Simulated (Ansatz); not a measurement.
# Decaying states in the gap of YScO2F2, part 3 of 4

A new crystal, YScO2F2: structure, gap and complex bands. It is built by putting Sc for part of the Y in the YOF structure of space group R-3m, with the volume rescaled by atomic radii. The parent structure comes from the Materials Project.

Ansatz 0.2.0; LDA DFT, plane waves, PAW files (the session's first sound run).

So far, gap on path (eV): step 3 (band edges) 4.52.

The structure was built from a prototype and need not be the compound's stable phase.

### Step 6. Decaying states in the gap, plane (101)

Level of this step: LDA DFT, plane waves, PAW files; complex bands by layer matching along the plane's normal (Ansatz).

The same for the (101) plane, at (0, 0), (0.3177, 0.3385) and (0.3177, -0.3281), to see how the decay depends on direction.

File input.yaml:

```yaml
crystal:
  lattice:
    - [6.342902357, 0.0, 0.0]
    - [1.040230758, 3.480529302, 0.0]
    - [1.040230758, 1.584817026, 3.098780279]
  atoms:
    - { symbol: Sc, position: [0.2191679968, 0.2602773344, 0.2602773344] }
    - { symbol: "Y", position: [0.7720846152, 0.7426384616, 0.7426384616] }
    - { symbol: O, position: [0.8778118769, 0.3740627077, 0.3740627077] }
    - { symbol: O, position: [0.1490530745, 0.6169823085, 0.6169823085] }
    - { symbol: F, position: [0.3808879122, 0.8730373626, 0.8730373626] }
    - { symbol: F, position: [0.6009945241, 0.1330018253, 0.1330018253] }
kpoints:
  mp_grid: { grid: [8, 8, 8] }
scf:
  occupations: { method: fixed }
hamiltonian:
  xc: lda
output:
  eigenvalues: true
  transmission:
    leads: [[0, 0]]
    kpoints: [[0.0, 0.0], [0.3177, 0.3385], [0.3177, -0.3281]]
    e_range: [-1.0, 5.52]
    de: 0.16
```

On the command line:

```console
> ansatz run input.yaml --threads 2 --pin off --max-ram 4096MiB --backend cpu --events-out ev --progress --plain --runs-dir out
```

Numbers of over 12 decimals in the logs are rounded to 6 here.

Output:

```text
[...]
Crystal: 6 atoms, lattice volume = 68.411 Å³
Basis set: ecut = 420 eV, 1299 PW (Γ)
Bands: 30, of which v1, the nominal top of the filled ones, is band 24 counted from 1 (23 counted from 0)
Symmetry: 6 space group operations
[...]
k-points: 65 of 512 (time reversal used)
[...]
SCF iter   1: F=—  HF=-8545.380339 eV  |F-HF|=—  |Δ(HF+E_count)|=         —  Δρ=2.03e-2  dr2=2.25e-1  ethr=1.77e-3  ⟨swp⟩=3.6  Hψ=7235  notcnv=0  defer=191
[...]
SCF iter   8: F=-8545.320595 eV  HF=-8545.320595 eV  |F-HF|=8.88e-9  |Δ(HF+E_count)|=   2.10e-7  Δρ=1.00e-5  dr2=5.70e-8  ethr=2.08e-10  ⟨swp⟩=7.3  Hψ=6823  notcnv=0
SCF 1 converged in 8 iterations: F = -8545.320595 eV  dr2 = 5.70e-8
[...]
transmission: 6 of 18 steps passed
transmission: 12 of 18 steps passed
transmission: 18 of 18 steps passed
SCF converged after 8 iterations
Free energy (F): -8545.320595 eV
[...]
Internal energy: -8545.320595 eV  (E = F + TS)
E sigma→0 (E₀):  -8545.320595 eV
Fermi energy:    8.485392 eV
[...]
--- Band table (eV; the first three rows and the last of 65) ---
  k-point 0: bands = [... 20 lower, 6.7036, 7.6488, 7.6488, 8.4854, 13.5514, 13.5514, 14.7283, 15.0369, ... 2 higher]
  k-point 1: bands = [... 20 lower, 6.7376, 7.5043, 7.7003, 8.4105, 13.6009, 13.6321, 14.7222, 15.1346, ... 2 higher]
  k-point 2: bands = [... 20 lower, 6.9103, 7.6683, 7.8549, 8.3250, 13.7067, 13.7165, 14.5079, 15.1979, ... 2 higher]
  k-point 64: bands = [... 20 lower, 6.8185, 7.4534, 7.4534, 8.0448, 13.6312, 13.6312, 14.7188, 15.3200, ... 2 higher]
--- Transmission ---
  basis      : 195 plane waves across, 6 finite elements along
  points     : 3, as listed
[...]
crystal 0  : F2Sc1O2Y1, at the sites [0, 0], period 3.0988 Å: whole cells are its period
[...]
channels       : 0.000000e0 a spin
[...]
slowest decay  : 0.4398 /Å at (0.0000, 0.0000)
```

The job ended after 47 s (2 threads of Arm Neoverse V2, shared host; peak memory 0.55 GiB).

Numbers from this step:

```yaml
decay_constant_at_the_filling_level_zone_centre: 0.4398 Å⁻¹
decay_constant_at_the_filling_level_slowest_listed_point: 0.4398 Å⁻¹
```

K parallel (0, 0); values up to 1.5 1/Å, a degenerate pair printed once or twice; energies at which all values exceed this have no row. The Im kz of the slowest decaying states by energy, zero at the highest filled level on the SCF mesh:

```csv
energy (eV),decay 1 (Å⁻¹),decay 2 (Å⁻¹),decay 3 (Å⁻¹),decay 4 (Å⁻¹)
-1.00,0.0444,0.349,0.531,0.618
-0.52,0.218,0.267,0.404,0.627
-0.04,0.368,0.388,0.535,0.582
0.44,0.321,0.472,0.549,0.672
0.76,0.365,0.513,0.610,0.697
1.24,0.403,0.555,0.667,0.672
1.72,0.426,0.583,0.642,0.714
2.20,0.438,0.598,0.619,0.705
2.68,0.441,0.592,0.604,0.681
3.16,0.436,0.561,0.599,0.648
3.64,0.423,0.523,0.581,0.603
3.96,0.409,0.491,0.560,0.564
4.44,0.374,0.429,0.484,0.507
4.92,0.255,0.328,0.377,0.402
5.40,0.234,0.296,0.301,0.319
```

K parallel (0.3177, 0.3385); values up to 1.5 1/Å, a degenerate pair printed once or twice; energies at which all values exceed this have no row. Im kz of the slowest decaying states against energy, zero at the highest filled level on the SCF mesh:

```csv
energy (eV),decay 1 (Å⁻¹),decay 2 (Å⁻¹),decay 3 (Å⁻¹),decay 4 (Å⁻¹)
-1.00,0.261,0.286,0.300,0.341
-0.68,0.208,0.208,0.209,0.323
-0.52,0.144,0.152,0.221,0.273
-0.20,0.249,0.284,0.353,0.420
-0.04,0.229,0.377,0.426,0.432
0.28,0.353,0.362,0.473,0.526
0.60,0.417,0.517,0.525,0.590
0.76,0.441,0.528,0.592,0.615
1.08,0.479,0.547,0.656,0.660
1.24,0.494,0.556,0.670,0.672
1.56,0.520,0.572,0.687,0.697
1.88,0.539,0.583,0.702,0.711
2.04,0.547,0.586,0.708,0.715
2.36,0.560,0.588,0.718,0.719
2.52,0.565,0.587,0.719,0.723
2.84,0.571,0.578,0.717,0.730
3.16,0.557,0.573,0.713,0.722
3.32,0.540,0.572,0.711,0.711
3.64,0.488,0.564,0.687,0.704
3.80,0.452,0.557,0.673,0.697
4.12,0.356,0.531,0.642,0.670
4.44,0.187,0.479,0.604,0.636
4.60,0.434,0.582,0.617,0.669
4.92,0.264,0.528,0.576,0.620
5.08,0.495,0.554,0.586,0.618
5.40,0.425,0.493,0.504,0.510
```

K parallel (0.3177, -0.3281); values up to 1.5 1/Å, a degenerate pair printed once or twice; energies at which all values exceed this have no row. The Im kz of the slowest decaying states by energy, zero at the highest filled level on the SCF mesh:

```csv
energy (eV),decay 1 (Å⁻¹),decay 2 (Å⁻¹),decay 3 (Å⁻¹),decay 4 (Å⁻¹)
-1.00,0.235,0.246,0.250,0.282
-0.68,0.153,0.230,0.236,0.447
-0.52,0.130,0.263,0.279,0.414
-0.20,0.371,0.441,0.454,0.576
-0.04,0.298,0.312,0.424,0.509
0.28,0.305,0.423,0.436,0.527
0.60,0.407,0.488,0.500,0.636
0.76,0.437,0.512,0.525,0.673
1.08,0.477,0.552,0.564,0.703
1.24,0.492,0.568,0.580,0.714
1.56,0.512,0.596,0.607,0.733
1.88,0.524,0.618,0.628,0.745
2.04,0.527,0.626,0.637,0.750
2.36,0.528,0.641,0.650,0.758
2.52,0.525,0.646,0.654,0.760
2.84,0.514,0.652,0.660,0.762
3.16,0.494,0.654,0.660,0.759
3.32,0.480,0.653,0.659,0.754
3.64,0.441,0.648,0.653,0.740
3.80,0.414,0.644,0.649,0.730
4.12,0.335,0.633,0.640,0.695
4.44,0.181,0.594,0.608,0.663
4.60,0.566,0.582,0.646,0.654
4.92,0.408,0.596,0.597,0.605
5.08,0.199,0.564,0.574,0.581
5.40,0.477,0.492,0.496,0.501
```

At the listed wavevectors the last open channel is at -0.04 eV and the next at +4.60 eV on the grid. At +2.36 eV, the grid energy nearest the filling level (the middle of the gap on the SCF mesh), the slowest state at the listed wavevectors decays with κ = 0.440 Å⁻¹, its amplitude falling by e over 2.3 Å; the first such run, plane (001), gave 0.453 Å⁻¹.

### Step 7. Band edges at another level

This step: PBE DFT, plane waves, PAW files (Ansatz 0.2.0).

The edges again with PBE, at the same atoms.

File input.yaml:

```yaml
crystal:
  lattice:
    - [1.8163262548, 1.0486564521, 5.9861246975]
    - [-1.8163262548, 1.0486564521, 5.9861246975]
    - [0.0, -2.0973129043, 5.9861246975]
  atoms:
    - { symbol: Sc, position: [0.7397226656, 0.7397226656, 0.7397226656] }
    - { symbol: "Y", position: [0.2573615384, 0.2573615384, 0.2573615384] }
    - { symbol: O, position: [0.6259372923, 0.6259372923, 0.6259372923] }
    - { symbol: O, position: [0.3830176915, 0.3830176915, 0.3830176915] }
    - { symbol: F, position: [0.1269626374, 0.1269626374, 0.1269626374] }
    - { symbol: F, position: [0.8669981747, 0.8669981747, 0.8669981747] }
kpoints:
  mp_grid: { grid: [8, 8, 8] }
  band_path: { path: [VBM, CBM], npoints: 30 }
scf:
  occupations: { method: fixed }
hamiltonian:
  xc: pbe
output:
  eigenvalues: true
```

Output:

```text
[...]
Crystal: 6 atoms, lattice volume = 68.411 Å³
Basis set: ecut = 420 eV, 1299 PW (Γ), FFT grids on a1−a3, a2−a3, a3
Bands: 30, of which v1, the nominal top of the filled ones, is band 24 counted from 1 (23 counted from 0)
Symmetry: 6 space group operations
[...]
k-points: 65 of 512 (time reversal used)
[...]
SCF iter   1: F=—  HF=-8747.848091 eV  |F-HF|=—  |Δ(HF+E_count)|=         —  Δρ=2.27e-3  dr2=4.83e-3  ethr=1.77e-3  ⟨swp⟩=3.6  Hψ=7175  notcnv=0  defer=176
[...]
SCF iter   7: F=-8747.847796 eV  HF=-8747.847795 eV  |F-HF|=1.52e-8  |Δ(HF+E_count)|=   2.84e-7  Δρ=7.95e-6  dr2=3.57e-8  ethr=2.08e-10  ⟨swp⟩=8.8  Hψ=6470  notcnv=0
SCF 1 converged in 7 iterations: F = -8747.847796 eV  dr2 = 3.57e-8
[...]
SCF converged after 7 iterations
Free energy (F): -8747.847796 eV
[...]
Internal energy: -8747.847796 eV  (E = F + TS)
E sigma→0 (E₀):  -8747.847796 eV
Fermi energy:    8.901455 eV
[...]
--- Band table (eV; the first three rows and the last of 65) ---
  k-point 0: bands = [... 20 lower, 7.1190, 8.0684, 8.0684, 8.9015, 14.0461, 14.0461, 15.4037, 15.4724, ... 2 higher]
  k-point 1: bands = [... 20 lower, 7.1546, 7.9325, 8.1195, 8.8295, 14.0929, 14.1238, 15.2383, 15.6749, ... 2 higher]
  k-point 2: bands = [... 20 lower, 7.3241, 8.0900, 8.2716, 8.7442, 14.2021, 14.2033, 15.0320, 15.6749, ... 2 higher]
  k-point 64: bands = [... 20 lower, 7.2341, 7.8828, 7.8828, 8.4846, 14.1230, 14.1230, 15.2507, 15.8314, ... 2 higher]
```

The job ended after 20 s (2 threads; peak memory 0.38 GiB; 39 s of CPU time).

This step gave:

```yaml
free_energy: -8747.8478 eV
fermi_energy: 8.901 eV
gap_on_the_k_mesh: 4.698 eV
gap_on_path: 4.638 eV, by band count; negative where bands overlap
direct_gap_on_path: 4.639 eV
edge_places_on_path: 0.005094, 0.03566 1/A along the path
```

The electronic bands at the labelled points (eV, zero at the Fermi level (highest filled level under fixed occupations); v1 is the highest filled band, c1 the lowest empty one):

```csv
point,v4,v3,v2,v1,c1,c2,c3,c4
VBM,-1.51,-0.56,-0.38,0.01,4.65,5.93,5.96,6.39
halfway,-1.51,-0.56,-0.38,0.01,4.65,5.92,5.96,6.38
CBM,-1.50,-0.57,-0.38,0.01,4.65,5.92,5.96,6.37
```

The searched edges give 4.64 eV, under the 4.70 eV of the mesh, which misses an edge.

Between step 3 and this run (PBE) the value for the gap on path moves from 4.52 eV to 4.64 eV.

### Step 8. Complex bands at another level

This step: PBE DFT, plane waves, PAW files; complex bands by layer matching along the plane's normal (Ansatz 0.2.0).

The complex bands at that level, over its own gap, at (0, 0) and (-0.3333, 0.3281).

File input.yaml:

```yaml
crystal:
  lattice:
    - [3.63265251, 0.0, 0.0]
    - [1.816326255, 3.145969356, 0.0]
    - [1.816326255, -1.048656452, 5.986124698]
  atoms:
    - { symbol: Sc, position: [0.4794453312, 0.2602773344, 0.7808320032] }
    - { symbol: "Y", position: [0.5147230768, 0.7426384616, 0.2279153848] }
    - { symbol: O, position: [0.2518745846, 0.3740627077, 0.1221881231] }
    - { symbol: O, position: [0.766035383, 0.6169823085, 0.8509469255] }
    - { symbol: F, position: [0.2539252748, 0.8730373626, 0.6191120878] }
    - { symbol: F, position: [0.7339963494, 0.1330018253, 0.3990054759] }
kpoints:
  mp_grid: { grid: [8, 8, 8] }
scf:
  occupations: { method: fixed }
hamiltonian:
  xc: pbe
output:
  eigenvalues: true
  transmission:
    leads: [[0, 0]]
    kpoints: [[0.0, 0.0], [-0.3333, 0.3281]]
    e_range: [-1.0, 5.64]
    de: 0.11
```

Output:

```text
[...]
Crystal: 6 atoms, lattice volume = 68.411 Å³
Basis set: ecut = 420 eV, 1299 PW (Γ)
Bands: 30, of which v1, the nominal top of the filled ones, is band 24 counted from 1 (23 counted from 0)
Symmetry: 6 space group operations
[...]
k-points: 65 of 512 (time reversal used)
[...]
SCF iter   1: F=—  HF=-8747.848089 eV  |F-HF|=—  |Δ(HF+E_count)|=         —  Δρ=2.28e-3  dr2=4.83e-3  ethr=1.77e-3  ⟨swp⟩=3.6  Hψ=7180  notcnv=0  defer=174
[...]
SCF iter   7: F=-8747.847794 eV  HF=-8747.847794 eV  |F-HF|=1.53e-8  |Δ(HF+E_count)|=   2.81e-7  Δρ=7.99e-6  dr2=3.59e-8  ethr=2.08e-10  ⟨swp⟩=8.8  Hψ=6474  notcnv=0
SCF 1 converged in 7 iterations: F = -8747.847794 eV  dr2 = 3.59e-8
[...]
transmission: 10 of 20 steps passed
transmission: 20 of 20 steps passed
SCF converged after 7 iterations
Free energy (F): -8747.847794 eV
[...]
Internal energy: -8747.847794 eV  (E = F + TS)
E sigma→0 (E₀):  -8747.847794 eV
Fermi energy:    8.901455 eV
[...]
--- Band table (eV; the first three rows and the last of 65) ---
  k-point 0: bands = [... 20 lower, 7.1190, 8.0684, 8.0684, 8.9015, 14.0461, 14.0461, 15.4037, 15.4724, ... 2 higher]
  k-point 1: bands = [... 20 lower, 7.1322, 8.0441, 8.0441, 8.8405, 14.0572, 14.0572, 15.3684, 15.6231, ... 2 higher]
  k-point 2: bands = [... 20 lower, 7.1688, 7.9824, 7.9824, 8.6943, 14.0843, 14.0843, 15.3060, 15.7382, ... 2 higher]
  k-point 64: bands = [... 20 lower, 7.3637, 8.3140, 8.5477, 8.8652, 13.5995, 14.7810, 14.8496, 15.2262, ... 2 higher]
--- Transmission ---
  basis      : 97 plane waves across, 10 finite elements along
  points     : 2, as listed
[...]
crystal 0  : F2Sc1O2Y1, at the sites [0, 0], period 5.9861 Å: whole cells are its period
[...]
channels       : 0.000000e0 a spin
[...]
slowest decay  : 0.4660 /Å at (0.0000, 0.0000)
```

It took 16 s on 2 threads; peak memory 0.43 GiB; 24 s of CPU time.

This step gave:

```yaml
level_to_which_the_leads_are_filled: 2.349 eV from the Fermi level
decay_constant_at_the_filling_level_zone_centre: 0.4660 Å⁻¹
decay_constant_at_the_filling_level_slowest_listed_point: 0.466 Å⁻¹
```

K parallel (0, 0); values up to 1.5 1/Å, a degenerate pair printed once or twice; energies at which all values exceed this have no row. Table of Im kz of the slowest decaying states by energy, zero at the highest filled level on the SCF mesh:

```csv
energy (eV),decay 1 (Å⁻¹),decay 2 (Å⁻¹),decay 3 (Å⁻¹),decay 4 (Å⁻¹)
-1.00,0.321,0.668,0.747,-
-0.78,0.186,0.271,0.677,0.762
-0.45,0.0906,0.432,0.687,0.779
-0.23,0.509,0.692,0.788,-
-0.01,0.565,0.695,0.795,-
0.10,0.159,0.588,0.696,0.797
0.32,0.263,0.626,0.698,0.801
0.54,0.322,0.657,0.698,0.803
0.87,0.378,0.695,0.698,0.803
1.09,0.404,0.697,0.715,0.801
1.42,0.432,0.694,0.744,0.791
1.64,0.445,0.691,0.771,-
1.86,0.455,0.687,0.773,-
2.19,0.464,0.680,0.773,-
2.41,0.467,0.675,0.771,-
2.74,0.469,0.666,0.765,-
2.96,0.467,0.659,0.759,-
3.18,0.464,0.651,0.751,-
3.51,0.456,0.637,0.735,-
3.73,0.449,0.627,0.721,-
4.06,0.435,0.610,0.695,-
4.28,0.424,0.597,0.672,-
4.50,0.410,0.583,0.623,0.662
4.83,0.386,0.494,0.559,0.656
5.05,0.322,0.368,0.540,0.642
5.38,0.334,0.383,0.506,0.612
5.60,0.307,0.478,0.504,0.585
```

K parallel (-0.3333, 0.3281); values up to 1.5 1/Å, a degenerate pair printed once or twice; energies at which all values exceed this have no row. Table of Im kz of the slowest decaying states by energy, zero at the highest filled level on the SCF mesh:

```csv
energy (eV),decay 1 (Å⁻¹),decay 2 (Å⁻¹),decay 3 (Å⁻¹),decay 4 (Å⁻¹)
-1.00,0.424,0.430,0.436,0.793
-0.67,0.391,0.414,0.441,0.689
-0.34,0.276,0.297,0.321,0.749
-0.01,0.274,0.280,0.285,0.794
0.32,0.488,0.488,0.488,0.814
0.65,0.555,0.556,0.557,0.828
0.98,0.593,0.594,0.595,0.838
1.31,0.616,0.617,0.618,0.846
1.64,0.629,0.630,0.631,0.853
1.97,0.633,0.634,0.635,0.860
2.30,0.631,0.632,0.633,0.865
2.63,0.624,0.624,0.625,0.870
2.96,0.610,0.611,0.611,0.872
3.29,0.591,0.592,0.592,0.872
3.62,0.566,0.566,0.567,0.870
3.95,0.531,0.532,0.532,0.865
4.28,0.479,0.480,0.480,0.857
4.61,0.333,0.335,0.336,0.842
4.94,0.424,0.425,0.426,0.819
5.27,0.443,0.444,0.445,0.774
5.60,0.499,0.508,0.523,0.612
```

At the listed wavevectors the last open channel is at -0.01 eV and the next at +5.16 eV on the grid, wider than the gap, since narrow bands can fall between grid energies. At +2.30 eV, the grid energy nearest the filling level (the middle of the gap on the SCF mesh), the slowest state at the listed wavevectors decays with κ = 0.466 Å⁻¹, its amplitude falling by e over 2.1 Å; the first such run, plane (001), gave 0.453 Å⁻¹ over as many of its listed wavevectors.

[end of part 3 of 4]

[Logs are printed without paths, hosts, clocks, repeated set-up lines and the standing remarks that a program may print on its own settings, such as how far it seeks lower states.]

[Hosts, paths, dates, database ids (printed as entryN), source tags and the programs' standing remarks are cut or masked in the printed files.]

[New means built here by substitution; the compound itself may be known and measured.]
